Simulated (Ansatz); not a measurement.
**BaTiO3 (R3m): band gap by G0W0 on HSE06**

It takes space group R3m (No. 160, trigonal). Conventional cell: a = 5.655 Å, b = 5.655 Å, c = 6.955 Å, α = 90.00°, β = 90.00°, γ = 120.00°. Ba has 12 O at 2.79 to 2.89 Å nearest. Nearest to Ti lie 6 O at 1.87 to 2.14 Å. Nearest to O lie 2 Ti at 1.87 to 2.14 Å and 4 Ba at 2.79 to 2.89 Å. Farther neighbours and most contacts between anions are not listed.

```
Ba Ti O
1.0
     2.82737    1.63238    2.31839
    -2.82737    1.63238    2.31839
     0.00000   -3.26476    2.31839
Ba Ti O
1 1 3
Cartesian
  0.0000 0.0000 0.0000
  0.0000 0.0000 3.3698
  0.0000 1.6033 2.3988
  -1.3885 -0.8017 2.3988
  1.3885 -0.8017 2.3988
```

```yaml
method: G0W0 on HSE06, plane waves, PAW (and 1 further level or step)
program: Ansatz 0.2.0
settings_of_one_run: cutoff 420 eV, 4×4×4 k-mesh, default PAW, empty bands 508, screening cutoff 230 eV, screening contour deformation, QP bands (v2, c2)
cost: 2 runs, 71 s in all on 1 × NVIDIA H100 80GB HBM3 (shared by 6 runs) with 3 threads of AMD EPYC 7R13 (Zen 3), shared host (the runs of this entry)
notes: In doubt: masses and optical values from hybrid runs of this build are listed as unsure (in some of the runs), which bears on the screening that GW takes from such a start. The cell and positions come from the Crystallography Open Database and are kept as given unless a step says otherwise. Limits: no spin-orbit coupling. Two runs of this series at another level, not shown as steps, test spin-orbit coupling. r2SCAN+SOC against r2SCAN: 2.788 − 2.799 = −0.011 eV. Mesh, set of files and cutoff are the same, but the valence top lies at another k point, so this need not be the shift of one pair of states. The spin-orbit run sees mesh and listed points alone, so its gap is an upper bound: the coupling can move an edge off these points, the more so as this crystal has no centre of inversion, and the change over the zone, its sign included where it is small, is not known.
hse06_gap_over_mesh_and_listed_points: 3.885 eV, from k = (0.500, 0.500, 0.500) to k = Γ
g0w0_hse06_gap_over_7_of_13_irreducible_mesh_points: 4.406 eV, from k = (-0.500, -0.500, -0.500) to k = Γ
gw_settings: 4×4×4 mesh, 508 empty bands, screening to 230 eV
known_limits: finite bands, screening cutoff and k mesh; no spin-orbit coupling in G0W0
```

Over 7 of 13 irreducible mesh points the G0W0 gap is 4.406 eV, from k = (-0.500, -0.500, -0.500) to k = Γ. The HSE06 gap of this run on the mesh is 3.885 eV. The two states that bound the G0W0 gap lie that far apart at the start, so the correction of the gap is 4.406 − 3.885 = +0.521 eV. The valence state moves by 9.195 − 9.206 = −0.011 eV and the conduction state by 13.601 − 13.091 = +0.510 eV, on the run's own scale; how far single levels stand from their limit in bands is not shown.

[Paths, hosts, dates, memory and timing lines, banners, echoed tables and standing remarks are left out of the program output.]

[Logs are printed without paths, hosts, clocks, repeated set-up lines and the standing remarks that a program may print on its own settings, such as how far it seeks lower states.]

[Runs of the session that timed out or met a known fault of the program may be left out.]

[Cells called generated may have been cut or substituted from an entry of the Crystallography Open Database or the Materials Project.]

[Hosts, paths, dates, database ids (printed as entryN), source tags and the programs' standing remarks are cut or masked in the printed files.]
